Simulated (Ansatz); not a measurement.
# Tc of SrAsPt (P6_3/mmc) from its phonons

What Tc do the phonons of SrAsPt (P6_3/mmc) give, and how does it depend on μ*? The cell shown first is a relaxed one, from steps not shown here.

Main program and level: Ansatz 0.2.0; DFT PBEsol, scalar-relativistic, plane waves, PAW.

Experimental background.

“Multigap superconductivity in locally non-centrosymmetric SrPtAs: An As nuclear quadrupole resonance investigation” (2013, arxiv:1312.6166) reports for SrPtAs, by in situ AC susceptibility with the NMR coil (polycrystalline, solid state reaction, sample B): superconducting transition temperature (Tc from AC susceptibility at zero field) 2 K.

Most raw output is cut from this account.

## 1. The cell after earlier relaxation steps

Symmetry: P6_3/mmc, No. 194, hexagonal system. Conventional cell: a = 4.239 Å, b = 4.239 Å, c = 8.912 Å, α = 90.00°, β = 90.00°, γ = 120.00°. Nearest to Sr lie 6 Pt at 3.31 Å and 6 As at 3.31 Å. Nearest to As lie 3 Pt at 2.45 Å and 6 Sr at 3.31 Å. Nearest to Pt lie 3 As at 2.45 Å and 6 Sr at 3.31 Å. Farther neighbours are not listed.

Structure file:

```cif
data_structure
_symmetry_space_group_name_H-M 'P6_3/mmc'
_symmetry_Int_Tables_number 194
_cell_length_a 4.2386
_cell_length_b 4.2386
_cell_length_c 8.9119
_cell_angle_alpha 90.000
_cell_angle_beta 90.000
_cell_angle_gamma 120.000
_cell_volume 138.66
loop_
_atom_site_label
_atom_site_type_symbol
_atom_site_symmetry_multiplicity
_atom_site_Wyckoff_symbol
_atom_site_fract_x
_atom_site_fract_y
_atom_site_fract_z
_atom_site_occupancy
Sr1 Sr 2 a 0.00000 0.00000 0.50000 1
As1 As 2 d 0.33333 0.66667 0.75000 1
Pt1 Pt 2 c 0.33333 0.66667 0.25000 1
```

## 2. Resistivity: q 3×3×1, k 9×9×3, scattering 12×12×8

The run that gives the couplings also evaluates McMillan's and Allen and Dynes's formulas and, where asked, the Eliashberg equations, over a range of μ*.

Input file input.yaml:

```yaml
crystal:
  lattice:
    - [4.2386293939, 0.0, 0.0]
    - [-2.1193146969, 3.6707607323, 0.0]
    - [0.0, 0.0, 8.9118870449]
  atoms:
    - { symbol: Sr, position: [0.0, 0.0, 0.5] }
    - { symbol: Sr, position: [0.0, 0.0, 0.0] }
    - { symbol: As, position: [0.3333333333, 0.6666666667, 0.75] }
    - { symbol: As, position: [0.6666666667, 0.3333333333, 0.25] }
    - { symbol: Pt, position: [0.3333333333, 0.6666666667, 0.25] }
    - { symbol: Pt, position: [0.6666666667, 0.3333333333, 0.75] }
kpoints:
  mp_grid: { grid: [9, 9, 3] }
hamiltonian:
  xc: pbesol
scf:
  occupations: { method: methfessel_paxton, width: 0.2 }
output:
  eigenvalues: true
phonons:
  method: dfpt
  qmesh: [3, 3, 1]
  temperatures: { t_max: 1000, t_step: 50 }
  qpath:
    path:
      - [[0.0, 0.0, 0.0], [0.5, 0.0, 0.0], [0.33333333, 0.33333333, 0.0], [0.0, 0.0, 0.0], [0.0, 0.0, 0.5], [0.5, 0.0, 0.5], [0.33333333, 0.33333333, 0.5], [0.0, 0.0, 0.5]]
      - [[0.5, 0.0, 0.5], [0.5, 0.0, 0.0]]
    npoints: 6
  electrical_resistivity:
    mesh: [12, 12, 8]
    temperatures: [20.0, 50.0, 80.0, 100.0, 150.0, 200.0, 273.0, 300.0, 400.0, 500.0, 600.0, 800.0]
  superconductivity: { mesh: [12, 12, 8] }
```

Started as:

```console
$ ansatz run input.yaml --threads 16 --pin off --max-ram 61440MiB --backend cuda --events-out ev --progress --plain --runs-dir out
```

Elapsed: 47 s, on 1 × NVIDIA GB200 with 16 threads of Arm Neoverse V2, shared host; peak memory 6.8 GiB.

This step gave:

```yaml
volume_per_atom: 23.11 Å³/atom
metallic_on_mesh: yes
gap_on_the_k_mesh: 0 eV
zero_point_energy: 0.1284 eV/cell
share_of_imaginary_modes_in_the_plain_interpolation_between_solved_wavevectors: 0
highest_frequency_solved_or_plainly_interpolated: 235.7 cm⁻¹
debye_temperature_second_moment: 242 K
resistivity_at_300_k: 153.7 μΩ cm, mean of the axes
coupling_constant_lambda: 0.9206
density_of_states_at_the_fermi_level: 2.191 states/eV a spin and cell
log_mean_phonon_energy_omega_log: 9.098 meV
transport_coupling_constant_lambda_tr: 1.144, 1.144, 0.9281 (xx, yy, zz)
drude_plasma_energy: 5.886, 5.886, 1.624 eV (xx, yy, zz)
resistivity_times_mean_free_path: 9.5, 9.5, 65.05 × 10⁻¹⁶ Ω m² (xx, yy, zz)
second_moment_phonon_energy_omega: 10.83 meV
```

Transition temperatures:

```tsv
μ*	McMillan Tc (K)	Allen–Dynes Tc (K)	isotropic Fermi-surface Tc (K)	isotropic full bandwidth Tc (K)	anisotropic Fermi-surface Tc (K)	anisotropic full bandwidth Tc (K)	anisotropic narrow window Tc (K)
0.08	7.13	7.58	7.28	7.27	7.6	7.59	7.58
0.1	6.43	6.8	6.45	6.44	6.78	6.77	6.77
0.12	5.75	6.05	5.66	5.66	6.01	5.99	5.99
0.13	5.41	5.69	5.29	5.28	5.63	5.62	5.62
0.14	5.09	5.33	4.92	4.91	5.27	5.26	5.26
0.16	4.45	4.65	4.23	4.22	4.59	4.58	4.58
0.2	3.27	3.39	3.01	2.99	3.36	3.35	3.35
```

## 3. Resistivity: q 3×3×2, k 9×9×4, scattering 18×18×8

The next rung changes the q mesh, which sets the reach of the force constants and couplings; the k mesh of the density and its response; the scattering mesh, which samples the Fermi surface.

input.yaml, as its differences from that of step 2:

```diff
@@ -13,3 +13,3 @@
 kpoints:
-  mp_grid: { grid: [9, 9, 3] }
+  mp_grid: { grid: [9, 9, 4] }
 hamiltonian:
@@ -22,3 +22,3 @@
   method: dfpt
-  qmesh: [3, 3, 1]
+  qmesh: [3, 3, 2]
   temperatures: { t_max: 1000, t_step: 50 }
@@ -30,4 +30,4 @@
   electrical_resistivity:
-    mesh: [12, 12, 8]
+    mesh: [18, 18, 8]
     temperatures: [20.0, 50.0, 80.0, 100.0, 150.0, 200.0, 273.0, 300.0, 400.0, 500.0, 600.0, 800.0]
-  superconductivity: { mesh: [12, 12, 8] }
+  superconductivity: { mesh: [18, 18, 8] }
```

Wall time 74 s (1 × NVIDIA GB200 with 16 threads); peak memory 7.9 GiB; 9.9 min of CPU time.

This step gave:

```
zero-point energy                                 : 0.1285 eV/cell
highest frequency, solved or plainly interpolated : 235.8 cm⁻¹
Debye temperature (second moment)                 : 243 K
resistivity at 300 K                              : 149.5 μΩ cm, mean of the axes
coupling constant λ                               : 0.8599
density of states at the Fermi level              : 2.1 states/eV a spin and cell
log mean phonon energy ħω_log                     : 9.183 meV
transport coupling constant λ_tr                  : 1.094, 1.094, 0.8759 (xx, yy, zz)
Drude plasma energy                               : 5.663, 5.663, 1.593 eV (xx, yy, zz)
resistivity times mean free path                  : 10.3, 10.3, 68.15 × 10⁻¹⁶ Ω m² (xx, yy, zz)
second-moment phonon energy ħω₂                   : 10.88 meV
```

Transition temperatures:

```tsv
μ*	McMillan Tc (K)	Allen–Dynes Tc (K)	isotropic Fermi-surface Tc (K)	isotropic full bandwidth Tc (K)	anisotropic Fermi-surface Tc (K)	anisotropic full bandwidth Tc (K)	anisotropic narrow window Tc (K)
0.08	6.44	6.81	6.53	6.51	6.89	6.88	6.88
0.1	5.75	6.05	5.72	5.71	6.09	6.08	6.08
0.12	5.08	5.32	4.96	4.95	5.34	5.33	5.33
0.13	4.75	4.97	4.6	4.59	4.98	4.97	4.97
0.14	4.43	4.62	4.25	4.24	4.63	4.63	4.63
0.16	3.82	3.97	3.59	3.58	3.98	3.97	3.98
0.2	2.69	2.78	2.45	2.44	2.83	2.82	2.83
```

The Eliashberg function α²F has structure finer than the step of the table below, so its rows give means over 1 meV, whole bins alone (the curve runs from 0.114 to 29.1 meV). Peaks (meV: height): α²F 6.3: 0.578, 8.1: 1.35, 10.6: 0.900, 15.4: 0.281, 27.1: 0.861; α²F tr 6.3: 1.03, 8.1: 1.77, 10.8: 0.524, 15.4: 0.429, 27.1: 0.954.

The Eliashberg function α²F by phonon energy; means over each step:

```tsv
phonon energy (meV)	α²F	α²F tr
1	1.6e-4	1.3e-5
2	0.00138	3.2e-4
3	0.00440	0.00166
4	0.00961	0.00504
5	0.0168	0.0121
6	0.218	0.361
7	0.389	0.553
8	1.09	1.38
9	0.408	0.518
10	0.142	0.0966
11	0.673	0.429
12	0.207	0.198
13	0.112	0.106
14	0.143	0.181
15	0.170	0.240
16	0.0834	0.120
17	0.00790	0.00868
18	0	0
19	0	0
20	0	0
21	0	0
22	0	0
23	0	0
24	0	0
25	0	0
26	0.0222	0.0456
27	0.426	0.546
28	0.110	0.181
```

The Eliashberg function α²F has structure finer than the step of the table below, so its rows give means over 1 meV, whole bins alone (the curve runs from 0.114 to 29.1 meV). Peaks (meV: height): α²F 6.3: 0.578, 8.1: 1.35, 10.6: 0.900, 27.1: 0.861; Sr 11.3: 0.275, 12.2: 0.174, 14.3: 0.189, 15.4: 0.214; As 8.1: 0.842, 27.1: 0.710; Pt 6.3: 0.447, 7.9: 0.610, 10.6: 0.571, 27.1: 0.134.

Eliashberg function α²F against phonon energy; means over each step:

```tsv
phonon energy (meV)	α²F	Sr	As	Pt
1	1.6e-4	3.7e-5	3.7e-5	6.3e-5
2	0.00138	3.3e-4	2.9e-4	7.8e-4
3	0.00440	9.7e-4	8.9e-4	0.00247
4	0.00961	0.00201	0.00198	0.00562
5	0.0168	0.00307	0.00346	0.0102
6	0.218	0.00928	0.0449	0.163
7	0.389	0.0307	0.153	0.205
8	1.09	0.101	0.552	0.437
9	0.408	0.0494	0.247	0.112
10	0.142	0.0272	0.0389	0.0758
11	0.673	0.232	0.0441	0.397
12	0.207	0.145	0.00818	0.0535
13	0.112	0.0750	0.00865	0.0287
14	0.143	0.120	0.0106	0.0131
15	0.170	0.131	0.0161	0.0232
16	0.0834	0.0618	0.0107	0.0110
17	0.00790	0.00542	0.00210	3.7e-4
18	0	0	0	0
19	0	0	0	0
20	0	0	0	0
21	0	0	0	0
22	0	0	0	0
23	0	0	0	0
24	0	0	0	0
25	0	0	0	0
26	0.0222	2.0e-4	0.0207	0.00137
27	0.426	0.00796	0.360	0.0586
28	0.110	0.00168	0.0902	0.0185
```

Anisotropic full-bandwidth solution, weighted at the Fermi level. Gaps:

```tsv
mu*	T (K)	mean gap (meV)	5 % (meV)	95 % (meV)	mean Z
0.1	1.52	0.949	0.837	1.27	1.84
0.1	3.04	0.908	0.802	1.22	1.84
0.1	4.56	0.739	0.655	0.981	1.84
0.1	5.48	0.503	0.447	0.663	1.85
0.13	1.24	0.759	0.661	1.04	1.84
0.13	2.49	0.725	0.632	0.99	1.84
0.13	3.73	0.587	0.515	0.796	1.85
0.13	4.48	0.399	0.351	0.536	1.85
0.16	0.994	0.593	0.51	0.831	1.85
0.16	1.99	0.565	0.487	0.79	1.85
0.16	2.98	0.457	0.395	0.632	1.85
0.16	3.58	0.309	0.269	0.425	1.86
```

dTc/da2F against phonon energy:

```tsv
phonon energy (meV)	dTc/da2F (K/meV)
1	-
2	3.57
3	3.87
4	3.79
5	3.60
6	3.37
7	3.15
8	2.94
9	2.74
10	2.57
11	2.41
12	2.27
13	2.14
14	2.02
15	1.91
16	1.81
17	1.72
18	1.63
19	1.56
20	1.48
21	1.42
22	1.35
23	1.30
24	1.24
25	1.19
26	1.15
27	1.10
28	1.06
29	1.01
```

The share of the Fermi-level states by lambda of a state:

```tsv
lambda of a state	share of the Fermi-level states
0.657	0.006
0.720	0.279
0.783	0.438
0.846	0.0669
0.909	0.0242
0.973	0.031
1.040	0.0419
1.100	0.0266
1.160	0.0022
1.230	0.0049
1.290	0.0104
1.350	0.0101
1.410	0.004
1.480	0.0071
1.540	0.0031
1.600	0.0094
1.670	0.0092
1.730	0.0076
1.790	0.0163
1.860	0.0017
1.920	0
1.980	0
2.050	0
2.110	0
```

## 4. What came out

```json
{"meshes": "q 3×3×2, k 9×9×4, scattering 18×18×8", "coupling constant λ": "0.860", "log mean phonon energy ħω_log": "9.18 meV", "Allen–Dynes Tc at μ* = 0.1": "6.05 K", "Allen–Dynes Tc at μ* = 0.13": "4.97 K", "anisotropic Eliashberg Tc at μ* = 0.1": "6.08 K", "anisotropic Eliashberg Tc at μ* = 0.13": "4.97 K"}
```

In words: In the last run (PBEsol, q 3×3×2, k 9×9×4, scattering 18×18×8), with λ = 0.86 and ħω_log = 9.18 meV, Tc at μ* = 0.13 is 4.8 K by McMillan's formula, 5.0 K by Allen and Dynes's and 5.0 K by the anisotropic Eliashberg equations. Raising μ* from 0.10 to 0.16 lowers the Allen–Dynes value from 6.0 to 4.0 K. The mean gap at a quarter of Tc gives 2Δ/k_B Tc = 3.54, against 3.53 in weak-coupling theory. The gap spreads from 0.66 to 1.0 meV over nine tenths of the Fermi surface. By the run's own test λ is not converged in the fine mesh: it moves by 7 % between the two finest, and by up to 39 % in the other runs. The run's transport test calls it not converged in the mesh. λ of these runs moves by 7 to 39 % between their two finest meshes, and Tc by more, so small gaps between the runs or to the measured value rank nothing. Over the runs, λ takes the values 0.921 and 0.860, in the order shown. No spin–orbit coupling, which matters for Pt. μ* is a typed number, phonons are harmonic, and spin fluctuations are left out; at μ* = 0.13 McMillan's formula turns 1 % in λ into about 2.2 % in Tc.

Computed beside measured:

```
                                                   quantity  measured  Allen–Dynes, PBEsol, q 3×3×1, fine 12×12×8  Eliashberg, PBEsol, q 3×3×1, fine 12×12×8  Allen–Dynes, PBEsol, q 3×3×2, fine 18×18×8  Eliashberg, PBEsol, q 3×3×2, fine 18×18×8
superconducting transition temperature (μ* = 0.13) (kelvin)         2                             5.69 (+184.5 %)                            5.62 (+181.0 %)                             4.97 (+148.5 %)                            4.97 (+148.5 %)
```

Measured values from arxiv:1312.6166 (2013).

How well it matches: For the superconducting transition temperature, of the levels listed nearest comes Allen–Dynes, PBEsol, q 3×3×2, fine 18×18×8 (+148.5 %, a clear miss) and farthest Allen–Dynes, PBEsol, q 3×3×1, fine 12×12×8 (+184.5 %, a clear miss). Limits of convergence are named above.

[Logs are printed without paths, hosts, clocks, repeated set-up lines and the standing remarks that a program may print on its own settings, such as how far it seeks lower states.]

[Hosts, paths, dates, database ids (printed as entryN), source tags and the programs' standing remarks are cut or masked in the printed files.]
